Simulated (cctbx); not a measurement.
**A crystallographic session in cctbx: Ba2AlCuBr9**

Library: cctbx 2025.11. The data are simulated by the first script.

## 1. Simulate the data

run.py:

```python
from cctbx import adptbx, crystal, miller, sgtbx, xray
from cctbx.array_family import flex
from iotbx.shelx import hklf
from scitbx import matrix
import scitbx.random

cs = crystal.symmetry(unit_cell=(7.179, 9.412, 12.26, 90, 90.06, 90), space_group_symbol='Hall: P 2yb')  # P2_1
atoms = [  # label, site, U (iso, or U11 U22 U33 U12 U13 U23 in A^2), occupancy
    ("Ba1", (0.7566, 0.889, 0.4091), (0.0128, 0.0212, 0.0220, -0.0035, 0.0011, 0.0006), 1),
    ("Ba2", (0.2376, 0.1566, 0.055), (0.0381, 0.0189, 0.0184, 0.0033, 0.0013, -0.0007), 1),
    ("Br1", (0.5096, 0.0459, 0.6419), (0.0194, 0.0146, 0.0209, -0.0032, 0.0007, 0.0013), 1),
    ("Br2", (0.3148, 0.8901, 0.8565), (0.0434, 0.0283, 0.0317, -0.0076, 0.0077, -0.0045), 1),
    ("Br3", (0.0285, 0.0452, 0.6602), (0.0172, 0.0194, 0.0133, -0.0003, 0.0040, -0.0004), 1),
    ("Br4", (0.2369, 0.849, 0.4826), (0.0298, 0.0334, 0.0308, -0.0002, 0.0014, 0.0003), 1),
    ("Br5", (0.8151, 0.0118, 0.9499), (0.0255, 0.0263, 0.0224, 0.0057, -0.0035, -0.0002), 1),
    ("Br6", (0.5088, 0.6904, 0.6681), (0.0200, 0.0261, 0.0262, -0.0046, 0.0017, 0.0066), 1),
    ("Br7", (0.4975, 0.3252, 0.8297), (0.0261, 0.0318, 0.0300, 0.0013, -0.0020, 0.0009), 1),
    ("Br8", (0.0403, 0.6985, 0.6924), (0.0335, 0.0239, 0.0238, -0.0020, 0.0064, 0.0037), 1),
    ("Br9", (0.9832, 0.339, 0.8252), (0.0248, 0.0245, 0.0237, -0.0031, -0.0025, 0.0007), 1),
    ("Cu1", (0.7527, 0.171, 0.7691), (0.0291, 0.0219, 0.0243, -0.0014, -0.0003, -0.0021), 1),
    ("Al1", (0.2751, 0.8591, 0.6761), (0.0263, 0.0408, 0.0408, -0.0118, -0.0055, 0.0088), 1),
]
xs = xray.structure(crystal_symmetry=cs)
for label, site, u, occ in atoms:
    u = adptbx.u_cif_as_u_star(cs.unit_cell(), u) if isinstance(u, tuple) else u
    xs.add_scatterer(xray.scatterer(label, site=site, u=u, occupancy=occ))
xs.set_inelastic_form_factors(1.3414, "sasaki")
xs.show_summary()
p1 = xs.expand_to_p1()
ms = miller.build_set(p1, anomalous_flag=True, d_min=0.83)
flex.set_random_seed(530332)
scitbx.random.set_random_seed(530332)
ms = ms.select(flex.random_double(ms.size()) < 0.7)
i = ms.structure_factors_from_scatterers(p1, algorithm="direct").f_calc().as_intensity_array().data()
i = i / flex.sqrt(1 + 0.1 * i / flex.max(i))  # extinction
i = i * 40000 / flex.max(i)
sig = flex.sqrt(i + flex.pow2(0.06 * i) + 8 ** 2)
noise = scitbx.random.variate(scitbx.random.normal_distribution())(i.size())
data = ms.array(data=i + sig * noise, sigmas=sig).set_observation_type_xray_intensity()
with open("data.hkl", "w") as f:
    data.export_as_shelx_hklf(f)
print("reflections written:", data.size(), " <I/sigma> = %.1f" % flex.mean(data.data() / data.sigmas()))
for h, a, b in list(data.sort("data"))[:12]:
    print("%4d%4d%4d %9.1f %7.1f" % (h + (a, b)))
```

```console
$ python run.py
```

```text
Number of scatterers: 13
At special positions: 0
Unit cell: (7.179, 9.412, 12.26, 90, 90.06, 90)
Space group: P 1 21 1 (No. 4)
reflections written: 4246  <I/sigma> = 12.6
   4   0   0   41660.6  2408.3
  -2   0  -2   38937.0  2315.7
   2   0   2   37466.5  2315.7
   2  -2  -1   32138.0  1803.3
   0   6   0   27061.6  1435.6
   0  -2   3   25452.1  1516.2
   2  -1  -2   25146.6  1450.2
   2   1  -2   24818.7  1527.9
   2  -3  -5   24668.6  1306.5
   0  -1  -4   24657.4  1478.7
   0   2   3   24647.8  1496.4
  -2  -1   2   24092.5  1450.2
```

It took 0.37 s on 1 thread of Arm Neoverse N1, on a shared host, peak memory 0.07 GiB.

## 2. Refinement (right model, isotropic)

run.py:

```python
import math
from cctbx import adptbx, crystal, maptbx, sgtbx, xray
from cctbx.array_family import flex
from cctbx.xray import observations
from iotbx.shelx import hklf
from scitbx.lstbx import normal_eqns_solving
from smtbx import absolute_structure, utils
from smtbx.refinement import constraints, least_squares

cs = crystal.symmetry(unit_cell=(7.179, 9.412, 12.26, 90, 90.06, 90), space_group_symbol='Hall: P 2yb')  # P2_1
atoms = [  # label, site, U (iso, or U11 U22 U33 U12 U13 U23 in A^2), occupancy
    ("Ba1", (0.7423, 0.8946, 0.4125), 0.0200, 1),
    ("Ba2", (0.2362, 0.1667, 0.0591), 0.0200, 1),
    ("Br1", (0.5167, 0.053, 0.6369), 0.0200, 1),
    ("Br2", (0.3099, 0.8911, 0.8557), 0.0200, 1),
    ("Br3", (0.042, 0.048, 0.6645), 0.0200, 1),
    ("Br4", (0.2322, 0.8482, 0.482), 0.0200, 1),
    ("Br5", (0.8125, 0.0139, 0.9514), 0.0200, 1),
    ("Br6", (0.5018, 0.6818, 0.6689), 0.0200, 1),
    ("Br7", (0.491, 0.3254, 0.8289), 0.0200, 1),
    ("Br8", (0.0445, 0.6979, 0.6867), 0.0200, 1),
    ("Br9", (0.9916, 0.3348, 0.8246), 0.0200, 1),
    ("Cu1", (0.7546, 0.1655, 0.7669), 0.0200, 1),
    ("Al1", (0.2767, 0.8585, 0.6794), 0.0200, 1),
]
xs = xray.structure(crystal_symmetry=cs)
for label, site, u, occ in atoms:
    u = adptbx.u_cif_as_u_star(cs.unit_cell(), u) if isinstance(u, tuple) else u
    xs.add_scatterer(xray.scatterer(label, site=site, u=u, occupancy=occ))
xs.set_inelastic_form_factors(1.3414, "sasaki")
raw = hklf.reader(file_name="data.hkl").as_miller_arrays(crystal_symmetry=cs, anomalous=True)[0]
merged = raw.eliminate_sys_absent().merge_equivalents()
fo2 = merged.array().set_observation_type_xray_intensity()
print("Rint %.3f, %d unique reflections to %.2f A" % (merged.r_int(), fo2.size(), fo2.d_min()))
for sc in xs.scatterers():
    sc.flags.set_grad_site(True)
    sc.flags.set_grad_u_aniso(sc.flags.use_u_aniso())
    sc.flags.set_grad_u_iso(sc.flags.use_u_iso())
obs = fo2.as_xray_observations()
extra = {}
rep = constraints.reparametrisation(xs, [], utils.connectivity_table(xs), **extra)
ls = least_squares.crystallographic_ls(obs, rep, weighting_scheme=least_squares.mainstream_shelx_weighting(a=0, b=0))
print("cycle     R1     wR2    GooF  max shift (A)")
for cycle in range(8):
    ls.build_up()
    r1, wr2, goof = ls.r1_factor(cutoff_factor=2)[0], ls.wR2(), ls.goof()
    old = xs.sites_cart()
    normal_eqns_solving.levenberg_marquardt_iterations(ls, n_max_iterations=3, tau=1e-06, step_threshold=1e-7)
    big = flex.max((xs.sites_cart() - old).norms())
    print("%4d %7.4f %7.4f %7.3f %9.5f" % (cycle + 1, r1, wr2, goof, big))
    ls.build_up(objective_only=True)
    if abs(ls.wR2() - wr2) < 5e-5 and big < 5e-4:
        break
ls.build_up()
print("final R1 %.4f wR2 %.4f GooF %.3f  parameters %d  data/parameter %.1f" % (ls.r1_factor(cutoff_factor=2)[0], ls.wR2(), ls.goof(), ls.n_parameters, fo2.size() / ls.n_parameters))
cov = ls.covariance_matrix_and_annotations()
su = dict(zip(cov.annotations, (math.sqrt(max(v, 0)) for v in cov.matrix.matrix_packed_u_diagonal())))
a2 = cs.unit_cell().reciprocal_parameters()[0] ** -2
print("atom        x        y        z      Ueq    occ   su(xyz)  su(Uiso or U11)")
for sc in xs.scatterers():
    s = max(su.get(sc.label + k, 0) for k in (".x", ".y", ".z"))
    npd = "" if sc.is_positive_definite_u(cs.unit_cell()) else "  NPD"
    print("%-5s %8.5f %8.5f %8.5f %8.4f %6.3f %8.5f %7.4f%s" % ((sc.label,) + sc.site + (sc.u_iso_or_equiv(cs.unit_cell()), sc.occupancy, s, su.get(sc.label + ".uiso", su.get(sc.label + ".u11", 0) * a2), npd)))
fo = fo2.f_sq_as_f()
fc = fo.structure_factors_from_scatterers(xs, algorithm="direct").f_calc()
diff = fo.f_obs_minus_f_calc(1 / math.sqrt(ls.scale_factor()), fc).average_bijvoet_mates()
m = diff.fft_map(symmetry_flags=maptbx.use_space_group_symmetry, resolution_factor=0.25).apply_volume_scaling()
print("difference map: max %.2f min %.2f rms %.2f" % (m.statistics().max(), m.statistics().min(), m.statistics().sigma()))
peaks = m.peak_search(parameters=maptbx.peak_search_parameters(min_distance_sym_equiv=0.6, max_clusters=6)).all()
near = xs.closest_distances(peaks.sites(), distance_cutoff=4)
sps = cs.special_position_settings(min_distance_sym_equiv=0.5)
for k, (x, h) in enumerate(zip(peaks.sites(), peaks.heights())):
    ss = sps.site_symmetry(x)
    print("Q%-3d %7.4f %7.4f %7.4f %4d %7.2f  %.2f A from %s" % ((k + 1,) + tuple(t % 1 for t in ss.exact_site()) + (ss.multiplicity(), h, near.smallest_distances[k], xs.scatterers()[near.i_seqs[k]].label)))
```

```console
$ python run.py
```

```text
Rint 0.036, 2772 unique reflections to 0.83 A
cycle     R1     wR2    GooF  max shift (A)
   1  0.2603  0.5810   9.059   0.11641
   2  0.0467  0.1398   2.180   0.00333
   3  0.0467  0.1398   2.179   0.00006
final R1 0.0467 wR2 0.1398 GooF 2.179  parameters 52  data/parameter 53.3
atom        x        y        z      Ueq    occ   su(xyz)  su(Uiso or U11)
Ba1    0.75641  0.89132  0.40911   0.0187  1.000  0.00012  0.0002
Ba2    0.23775  0.15892  0.05510   0.0253  1.000  0.00014  0.0003
Br1    0.50978  0.04826  0.64162   0.0188  1.000  0.00021  0.0003
Br2    0.31464  0.89224  0.85637   0.0350  1.000  0.00029  0.0005
Br3    0.02867  0.04764  0.66012   0.0176  1.000  0.00021  0.0003
Br4    0.23755  0.85142  0.48266   0.0306  1.000  0.00027  0.0004
Br5    0.81478  0.01440  0.94970   0.0249  1.000  0.00024  0.0004
Br6    0.50898  0.69281  0.66803   0.0238  1.000  0.00023  0.0004
Br7    0.49768  0.32739  0.83013   0.0285  1.000  0.00027  0.0004
Br8    0.04045  0.70096  0.69220   0.0278  1.000  0.00026  0.0004
Br9    0.98273  0.34155  0.82527   0.0245  1.000  0.00024  0.0004
Cu1    0.75262  0.17316  0.76892   0.0248  1.000  0.00035  0.0006
Al1    0.27461  0.86202  0.67633   0.0355  1.000  0.00085  0.0013
difference map: max 4.25 min -2.58 rms 0.34
Q1    0.1698  0.1543  0.0492    2    4.40  0.49 A from Ba2
Q2    0.3083  0.1690  0.0599    2    4.03  0.52 A from Ba2
Q3    0.3846  0.8754  0.8760    2    2.65  0.58 A from Br2
Q4    0.2487  0.9101  0.8390    2    2.63  0.55 A from Br2
Q5    0.0216  0.1985  0.3274    2    2.37  0.51 A from Br8
Q6    0.0991  0.7033  0.7098    2    2.36  0.47 A from Br8
```

Time: 0.6 s.

## 3. Refinement (right model, anisotropic)

run.py, as its changes from the last script of this kind:

```diff
@@ -12,13 +12,13 @@
-    ("Ba1", (0.7423, 0.8946, 0.4125), 0.0200, 1),
-    ("Ba2", (0.2362, 0.1667, 0.0591), 0.0200, 1),
-    ("Br1", (0.5167, 0.053, 0.6369), 0.0200, 1),
-    ("Br2", (0.3099, 0.8911, 0.8557), 0.0200, 1),
-    ("Br3", (0.042, 0.048, 0.6645), 0.0200, 1),
-    ("Br4", (0.2322, 0.8482, 0.482), 0.0200, 1),
-    ("Br5", (0.8125, 0.0139, 0.9514), 0.0200, 1),
-    ("Br6", (0.5018, 0.6818, 0.6689), 0.0200, 1),
-    ("Br7", (0.491, 0.3254, 0.8289), 0.0200, 1),
-    ("Br8", (0.0445, 0.6979, 0.6867), 0.0200, 1),
-    ("Br9", (0.9916, 0.3348, 0.8246), 0.0200, 1),
-    ("Cu1", (0.7546, 0.1655, 0.7669), 0.0200, 1),
-    ("Al1", (0.2767, 0.8585, 0.6794), 0.0200, 1),
+    ("Ba1", (0.75641, 0.89132, 0.40911), 0.0187, 1),
+    ("Ba2", (0.23775, 0.15892, 0.0551), 0.0253, 1),
+    ("Br1", (0.50978, 0.04826, 0.64162), 0.0188, 1),
+    ("Br2", (0.31464, 0.89224, 0.85637), 0.0350, 1),
+    ("Br3", (0.02867, 0.04764, 0.66012), 0.0176, 1),
+    ("Br4", (0.23755, 0.85142, 0.48266), 0.0306, 1),
+    ("Br5", (0.81478, 0.0144, 0.9497), 0.0249, 1),
+    ("Br6", (0.50898, 0.69281, 0.66803), 0.0238, 1),
+    ("Br7", (0.49768, 0.32739, 0.83013), 0.0285, 1),
+    ("Br8", (0.04045, 0.70096, 0.6922), 0.0278, 1),
+    ("Br9", (0.98273, 0.34155, 0.82527), 0.0245, 1),
+    ("Cu1", (0.75262, 0.17316, 0.76892), 0.0248, 1),
+    ("Al1", (0.27461, 0.86202, 0.67633), 0.0355, 1),
@@ -30,0 +31 @@
+xs.convert_to_anisotropic()
@@ -63,0 +65,4 @@
+fc = fo2.structure_factors_from_scatterers(xs, algorithm="direct").f_calc()
+absolute_structure.flack_analysis(xs, fo2.as_xray_observations()).show()
+h = absolute_structure.hooft_analysis(fo2, fc, scale_factor=ls.scale_factor())
+print("Hooft y: %.3f(%.0f)  Bijvoet pairs: %d" % (h.hooft_y, 1000 * h.sigma_y, h.n_bijvoet_pairs))
```

```console
$ python run.py
```

```text
Rint 0.036, 2772 unique reflections to 0.83 A
cycle     R1     wR2    GooF  max shift (A)
   1  0.0467  0.1398   2.206   0.00804
   2  0.0239  0.0602   0.951   0.00009
final R1 0.0239 wR2 0.0602 GooF 0.951  parameters 117  data/parameter 23.7
atom        x        y        z      Ueq    occ   su(xyz)  su(Uiso or U11)
Ba1    0.75651  0.89133  0.40913   0.0185  1.000  0.00005  0.0002
Ba2    0.23752  0.15895  0.05505   0.0251  1.000  0.00007  0.0003
Br1    0.50941  0.04829  0.64186   0.0182  1.000  0.00010  0.0003
Br2    0.31469  0.89240  0.85652   0.0348  1.000  0.00013  0.0005
Br3    0.02843  0.04762  0.66024   0.0166  1.000  0.00009  0.0003
Br4    0.23704  0.85140  0.48251   0.0310  1.000  0.00012  0.0004
Br5    0.81500  0.01424  0.94991   0.0245  1.000  0.00011  0.0004
Br6    0.50885  0.69281  0.66799   0.0239  1.000  0.00010  0.0004
Br7    0.49748  0.32755  0.82973   0.0289  1.000  0.00012  0.0004
Br8    0.04045  0.70084  0.69243   0.0273  1.000  0.00012  0.0004
Br9    0.98305  0.34137  0.82530   0.0241  1.000  0.00011  0.0004
Cu1    0.75272  0.17340  0.76904   0.0250  1.000  0.00017  0.0006
Al1    0.27458  0.86116  0.67641   0.0359  1.000  0.00034  0.0012
Flack x: -0.007(3)
Hooft y: -0.006(5)  Bijvoet pairs: 1182
difference map: max 0.64 min -0.64 rms 0.17
Q1    0.0368  0.1932  0.9531    2    0.68  1.93 A from Ba2
Q2    0.3290  0.4979  0.6461    2    0.65  1.36 A from Ba1
Q3    0.4058  0.6857  0.0794    2    0.63  1.87 A from Br7
Q4    0.0007  0.0163  0.0453    2    0.62  1.77 A from Br5
Q5    0.3527  0.8406  0.0576    2    0.60  1.75 A from Br7
Q6    0.0034  0.0461  0.4477    2    0.60  2.27 A from Br8
```

Time: 0.6 s.

## 4. Refinement

run.py, as its changes from the last script of this kind:

```diff
@@ -12,7 +12,7 @@
-    ("Ba1", (0.75641, 0.89132, 0.40911), 0.0187, 1),
-    ("Ba2", (0.23775, 0.15892, 0.0551), 0.0253, 1),
-    ("Br1", (0.50978, 0.04826, 0.64162), 0.0188, 1),
-    ("Br2", (0.31464, 0.89224, 0.85637), 0.0350, 1),
-    ("Br3", (0.02867, 0.04764, 0.66012), 0.0176, 1),
-    ("Br4", (0.23755, 0.85142, 0.48266), 0.0306, 1),
-    ("Br5", (0.81478, 0.0144, 0.9497), 0.0249, 1),
+    ("Br1", (0.75641, 0.89132, 0.40911), 0.0187, 1),
+    ("Ba1", (0.23775, 0.15892, 0.0551), 0.0253, 1),
+    ("Br2", (0.50978, 0.04826, 0.64162), 0.0188, 1),
+    ("Br3", (0.31464, 0.89224, 0.85637), 0.0350, 1),
+    ("Br4", (0.02867, 0.04764, 0.66012), 0.0176, 1),
+    ("Br5", (0.23755, 0.85142, 0.48266), 0.0306, 1),
+    ("Ba2", (0.81478, 0.0144, 0.9497), 0.0249, 1),
@@ -45 +45 @@
-for cycle in range(8):
+for cycle in range(12):
@@ -65,4 +64,0 @@
-fc = fo2.structure_factors_from_scatterers(xs, algorithm="direct").f_calc()
-absolute_structure.flack_analysis(xs, fo2.as_xray_observations()).show()
-h = absolute_structure.hooft_analysis(fo2, fc, scale_factor=ls.scale_factor())
-print("Hooft y: %.3f(%.0f)  Bijvoet pairs: %d" % (h.hooft_y, 1000 * h.sigma_y, h.n_bijvoet_pairs))
```

```console
$ python run.py
```

```text
Rint 0.036, 2772 unique reflections to 0.83 A
cycle     R1     wR2    GooF  max shift (A)
   1  0.2499  0.5670   8.948   0.08776
   2  0.1212  0.3234   5.104   0.00576
   3  0.1200  0.3230   5.098   0.00076
   4  0.1200  0.3230   5.098   0.00007
final R1 0.1200 wR2 0.3230 GooF 5.098  parameters 117  data/parameter 23.7
atom        x        y        z      Ueq    occ   su(xyz)  su(Uiso or U11)
Br1    0.75669  0.89167  0.40888  -0.0129  1.000  0.00030  0.0009  NPD
Ba1    0.23871  0.15945  0.05443   0.0207  1.000  0.00039  0.0015
Br2    0.50985  0.04804  0.64247   0.0132  1.000  0.00054  0.0018
Br3    0.31368  0.89369  0.85762   0.0287  1.000  0.00076  0.0027
Br4    0.02852  0.04804  0.65990   0.0108  1.000  0.00051  0.0017
Br5    0.23292  0.85143  0.48504   0.0268  1.000  0.00067  0.0024
Ba2    0.81200  0.01350  0.95103   0.0558  1.000  0.00068  0.0026
Br6    0.50857  0.69212  0.66814   0.0199  1.000  0.00060  0.0020
Br7    0.49696  0.32765  0.82914   0.0228  1.000  0.00064  0.0021
Br8    0.04019  0.70082  0.69319   0.0228  1.000  0.00068  0.0023
Br9    0.98257  0.34128  0.82522   0.0180  1.000  0.00059  0.0020
Cu1    0.75456  0.17352  0.76760   0.0172  1.000  0.00089  0.0030
Al1    0.27685  0.85883  0.66920   0.0329  1.000  0.00186  0.0063
difference map: max 19.81 min -5.07 rms 1.12
Q1    0.2438  0.3889  0.5898    2   20.38  0.03 A from Br1
Q2    0.2337  0.1549  0.0631    2   13.12  0.12 A from Ba1
Q3    0.2513  0.8568  0.4718    2    8.54  0.22 A from Br5
Q4    0.1762  0.5184  0.0518    2    7.72  0.10 A from Ba2
Q5    0.5101  0.0524  0.6332    2    7.09  0.12 A from Br2
Q6    0.0280  0.0462  0.6664    2    6.96  0.08 A from Br4
```

Time: 0.69 s.

This run holds a fault made on purpose: elements exchanged: Ba2 is Br and Br1 is Ba.

## 5. Refinement

run.py, as its changes from the last script of this kind:

```diff
@@ -12,7 +12,7 @@
-    ("Br1", (0.75641, 0.89132, 0.40911), 0.0187, 1),
-    ("Ba1", (0.23775, 0.15892, 0.0551), 0.0253, 1),
-    ("Br2", (0.50978, 0.04826, 0.64162), 0.0188, 1),
-    ("Br3", (0.31464, 0.89224, 0.85637), 0.0350, 1),
-    ("Br4", (0.02867, 0.04764, 0.66012), 0.0176, 1),
-    ("Br5", (0.23755, 0.85142, 0.48266), 0.0306, 1),
-    ("Ba2", (0.81478, 0.0144, 0.9497), 0.0249, 1),
+    ("Ba1", (0.75641, 0.89132, 0.40911), 0.0187, 1),
+    ("Ba2", (0.23775, 0.15892, 0.0551), 0.0253, 1),
+    ("Br1", (0.50978, 0.04826, 0.64162), 0.0188, 1),
+    ("Br2", (0.31464, 0.89224, 0.85637), 0.0350, 1),
+    ("Br3", (0.02867, 0.04764, 0.66012), 0.0176, 1),
+    ("Br4", (0.23755, 0.85142, 0.48266), 0.0306, 1),
+    ("Br5", (0.81478, 0.0144, 0.9497), 0.0249, 1),
@@ -24 +23,0 @@
-    ("Al1", (0.27461, 0.86202, 0.67633), 0.0355, 1),
```

```console
$ python run.py
```

```text
Rint 0.036, 2772 unique reflections to 0.83 A
cycle     R1     wR2    GooF  max shift (A)
   1  0.0752  0.2094   3.300   0.01312
   2  0.0607  0.1638   2.581   0.00001
final R1 0.0607 wR2 0.1638 GooF 2.581  parameters 108  data/parameter 25.7
atom        x        y        z      Ueq    occ   su(xyz)  su(Uiso or U11)
Ba1    0.75619  0.89134  0.40915   0.0171  1.000  0.00014  0.0005
Ba2    0.23735  0.15892  0.05508   0.0239  1.000  0.00019  0.0007
Br1    0.51005  0.04851  0.64158   0.0176  1.000  0.00027  0.0009
Br2    0.31420  0.89279  0.85628   0.0331  1.000  0.00036  0.0013
Br3    0.02799  0.04794  0.66032   0.0154  1.000  0.00025  0.0009
Br4    0.23768  0.85090  0.48271   0.0298  1.000  0.00032  0.0011
Br5    0.81507  0.01422  0.94968   0.0228  1.000  0.00030  0.0010
Br6    0.50912  0.69262  0.66825   0.0233  1.000  0.00028  0.0010
Br7    0.49796  0.32701  0.82969   0.0274  1.000  0.00031  0.0011
Br8    0.04071  0.70068  0.69274   0.0268  1.000  0.00033  0.0011
Br9    0.98321  0.34102  0.82580   0.0228  1.000  0.00029  0.0010
Cu1    0.75238  0.17450  0.76917   0.0237  1.000  0.00046  0.0016
difference map: max 15.21 min -1.54 rms 0.51
Q1    0.2743  0.8630  0.6756    2   16.08  2.25 A from Br2
Q2    0.2420  0.3888  0.5908    2    2.77  0.03 A from Ba1
Q3    0.2388  0.1637  0.0537    2    2.54  0.05 A from Ba2
Q4    0.2671  0.6714  0.2052    2    2.25  0.34 A from Cu1
Q5    0.2839  0.4985  0.6792    2    2.02  1.51 A from Ba1
Q6    0.5050  0.0436  0.6529    2    1.99  0.15 A from Br1
```

Time: 0.54 s.

This run holds a fault made on purpose: atom left out: Al1.

## 6. Refinement

run.py, as its changes from the last script of this kind:

```diff
@@ -23,0 +24 @@
+    ("Al1", (0.27461, 0.86202, 0.67633), 0.0355, 1),
@@ -29 +30 @@
-xs.set_inelastic_form_factors(1.3414, "sasaki")
+# no anomalous dispersion
```

```console
$ python run.py
```

```text
Rint 0.036, 2772 unique reflections to 0.83 A
cycle     R1     wR2    GooF  max shift (A)
   1  0.0730  0.2144   3.383   0.02245
   2  0.0557  0.1601   2.526   0.00012
final R1 0.0557 wR2 0.1601 GooF 2.526  parameters 117  data/parameter 23.7
atom        x        y        z      Ueq    occ   su(xyz)  su(Uiso or U11)
Ba1    0.75641  0.89122  0.40917   0.0171  1.000  0.00014  0.0005
Ba2    0.23744  0.15898  0.05502   0.0240  1.000  0.00019  0.0007
Br1    0.50959  0.04831  0.64208   0.0196  1.000  0.00026  0.0009
Br2    0.31467  0.89227  0.85636   0.0362  1.000  0.00036  0.0013
Br3    0.02844  0.04755  0.66023   0.0188  1.000  0.00025  0.0008
Br4    0.23738  0.85153  0.48259   0.0330  1.000  0.00032  0.0011
Br5    0.81485  0.01417  0.94977   0.0266  1.000  0.00030  0.0010
Br6    0.50875  0.69261  0.66789   0.0261  1.000  0.00028  0.0009
Br7    0.49762  0.32772  0.82956   0.0305  1.000  0.00031  0.0010
Br8    0.04031  0.70089  0.69241   0.0293  1.000  0.00032  0.0011
Br9    0.98287  0.34114  0.82528   0.0252  1.000  0.00029  0.0010
Cu1    0.75274  0.17381  0.76923   0.0349  1.000  0.00046  0.0016
Al1    0.27417  0.86300  0.67799   0.0360  1.000  0.00096  0.0034
difference map: max 2.35 min -1.00 rms 0.26
Q1    0.2394  0.1576  0.0547    2    2.48  0.02 A from Ba2
Q2    0.2382  0.3972  0.5936    2    1.94  0.08 A from Ba1
Q3    0.2780  0.8431  0.6636    2    1.40  0.26 A from Al1
Q4    0.0216  0.0394  0.6605    2    1.31  0.09 A from Br3
Q5    0.4943  0.1942  0.3218    2    1.29  0.13 A from Br6
Q6    0.1738  0.5190  0.0462    2    1.15  0.11 A from Br5
```

It took 0.58 s on 1 thread of Arm Neoverse N1, with other jobs on the host, peak memory 0.09 GiB.

This run holds a fault made on purpose: anomalous dispersion left out.

[Logs are printed without paths, hosts, clocks, repeated set-up lines and the standing remarks that a program may print on its own settings, such as how far it seeks lower states.]
